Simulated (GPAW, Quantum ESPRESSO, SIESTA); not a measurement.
# Equation of state of zincblende GaSb at PBE: programs compared

What equilibrium volume and bulk modulus does PBE give for zincblende GaSb, and do programs with other bases and potentials agree?

Values are calculated unless marked as measured.

## Step 1: Set-up

The cell holds 2 atoms (1 Ga and 1 Sb). It starts from typed lattice constants, and its volume is changed by -8 to +8 %. Symmetry fixes shape and atoms, so all levels solve the scaled cells as they are.

## Step 2: One input

Quantum ESPRESSO 7.5: Kohn-Sham DFT, PBE, GBRV 1.5 ultrasoft pseudopotentials, plane waves. Its pw.in for the cell at +0 %:

```
&control
  calculation = 'scf'
  pseudo_dir = './pseudo'
  outdir = './tmp'
  disk_io = 'none'
  tprnfor = .true.
  tstress = .true.
/
&system
  ibrav = 0
  nat = 2
  ntyp = 2
  ecutwfc = 45
  ecutrho = 270
  occupations = 'smearing'
  smearing = 'fd'
  degauss = 0.000735
/
&electrons
  conv_thr = 1.0e-08
  electron_maxstep = 100
  mixing_beta = 0.7
  mixing_mode = 'plain'
  diagonalization = 'david'
/
ATOMIC_SPECIES
Ga 69.723 Ga.upf
Sb 121.760 Sb.upf
CELL_PARAMETERS angstrom
0.00000 3.11000 3.11000
3.11000 0.00000 3.11000
3.11000 3.11000 0.00000
ATOMIC_POSITIONS crystal
Ga 0.00000 0.00000 0.00000
Sb 0.25000 0.25000 0.25000
K_POINTS automatic
6 6 6 0 0 0
```

It took 6.4 s on 2 MPI ranks of AMD EPYC 9B45 (Zen 5), shared host; peak memory 0.23 GiB.

## Step 3: Programs and settings

| level | basis or training data | k-meshes | runs with an energy | CPU time | peak memory (GiB) |
| --- | --- | --- | --- | --- | --- |
| QE, PBE (reference) | plane waves, GBRV 1.5 ultrasoft, 45/270 Ry | 6×6×6 | 9 of 9 | 1.9 min | 0.24 |
| GPAW plane waves, PBE | plane waves, PAW, 650 eV | 6×6×6 | 9 of 9 | 97 s | 0.39 |
| SIESTA DZP, PBE | DZP orbitals, shift 0.01 Ry, mesh 400 Ry | 6×6×6 | 9 of 9 | 2.2 min | 0.45 |

CPU times are sums over those runs, relaxations that stopped short among them, on a shared host, and rough.

## Step 4: Energy and pressure

Energy over each level's lowest row (meV an atom), then pressure (GPa):

```csv
volume change (%),volume (Å³/atom),"E, QE, PBE","E, GPAW plane waves, PBE","E, SIESTA DZP, PBE","P, QE, PBE","P, GPAW plane waves, PBE","P, SIESTA DZP, PBE"
-8,27.674,30.45,30.01,41.19,3.75,4.40,4.63
-6,28.275,16.59,16.09,26.11,2.64,3.03,3.47
-4,28.877,7.16,6.97,14.74,1.55,1.88,2.66
-2,29.479,1.70,1.59,6.68,0.63,0.91,1.68
+0,30.080,0.00,0.00,1.83,-0.32,-0.05,0.88
+2,30.682,1.57,1.84,0.00,-1.14,-0.92,0.17
+4,31.284,6.11,6.72,0.54,-1.98,-1.68,-0.49
+6,31.885,13.47,14.32,3.64,-2.56,-2.36,-1.16
+8,32.487,23.11,24.32,9.30,-3.14,-2.96,-1.77
```

## Step 5: Fits

Third-order Birch–Murnaghan fits: the energy is a cubic in V^(−2/3), fitted to the energies of the rows that share one k-mesh, or through its derivative to the printed pressures. A tick marks the fit quoted below: that to energies where it misses by under 0.12 meV an atom, else that to pressures.

| level | fitted to | V0 (Å³/atom) | a (Å) | B0 (GPa) | B′ | r.m.s. miss |
| --- | --- | --- | --- | --- | --- | --- |
| QE, PBE | energies, 9 rows ✓ | 30.086 | 6.220 | 44.0 | 3.97 | 0.03 meV/atom |
| QE, PBE | pressures, 9 rows | 29.860 | 6.205 | 43.7 | 3.42 | 0.04 GPa |
| GPAW plane waves, PBE | energies, 9 rows ✓ | 30.048 | 6.218 | 44.7 | 3.93 | 0.06 meV/atom |
| GPAW plane waves, PBE | pressures, 9 rows | 30.033 | 6.217 | 44.7 | 4.33 | 0.03 GPa |
| SIESTA DZP, PBE | energies, 9 rows ✓ | 30.818 | 6.270 | 35.9 | 2.98 | 0.06 meV/atom |
| SIESTA DZP, PBE | pressures, 9 rows | 30.816 | 6.270 | 36.0 | 3.24 | 0.04 GPa |

Band gap on the mesh (highest filled to lowest empty Kohn-Sham level), in eV (a dash: partly filled levels, under 0.08 eV, or no levels listed in the output, here or in the reference, or no run):

```csv
volume change (%),"QE, PBE","GPAW plane waves, PBE","SIESTA DZP, PBE"
-8,0.279,0.338,0.295
-6,0.122,0.179,0.129
-4,-,-,-
-2,-,-,-
+0,-,-,-
+2,-,-,-
+4,-,-,-
+6,-,-,-
+8,-,-,-
```

## Step 6: What came out

From its energies, the reference gives V0 = 30.086 Å³ an atom (a = 6.220 Å), B0 = 44 GPa and B′ = 4.0. GPAW plane waves, PBE (energies) lies -0.13 % from it in volume and +1.7 % in bulk modulus. SIESTA DZP, PBE (energies) lies +2.43 % from it in volume and -18.3 % in bulk modulus. Pressures and energies put V0 over 0.3 % apart for QE, PBE (-0.8 %), so stress and energy aren't fully consistent there. On the same cells the other programs' gaps lie +0.01 to +0.06 eV from it.

**Limits.** The nuclei are static, without zero-point or thermal motion. Spin–orbit coupling is left out. SIESTA's automatically made basis is far from complete, and its potentials were converted by us (checked for H, C, O, Si, Ge and Ca alone). GPAW's Ga setup keeps the 3d shell in the core. The DFT runs use Fermi–Dirac occupations of width 0.01 eV, and energies are free energies. The mesh holds the band edges only if they lie on it, and semilocal functionals put gaps under measured ones.

[Logs are printed without paths, hosts, clocks, repeated set-up lines and the standing remarks that a program may print on its own settings, such as how far it seeks lower states.]

[Hosts, paths, dates, database ids (printed as entryN), source tags and the programs' standing remarks are cut or masked in the printed files.]
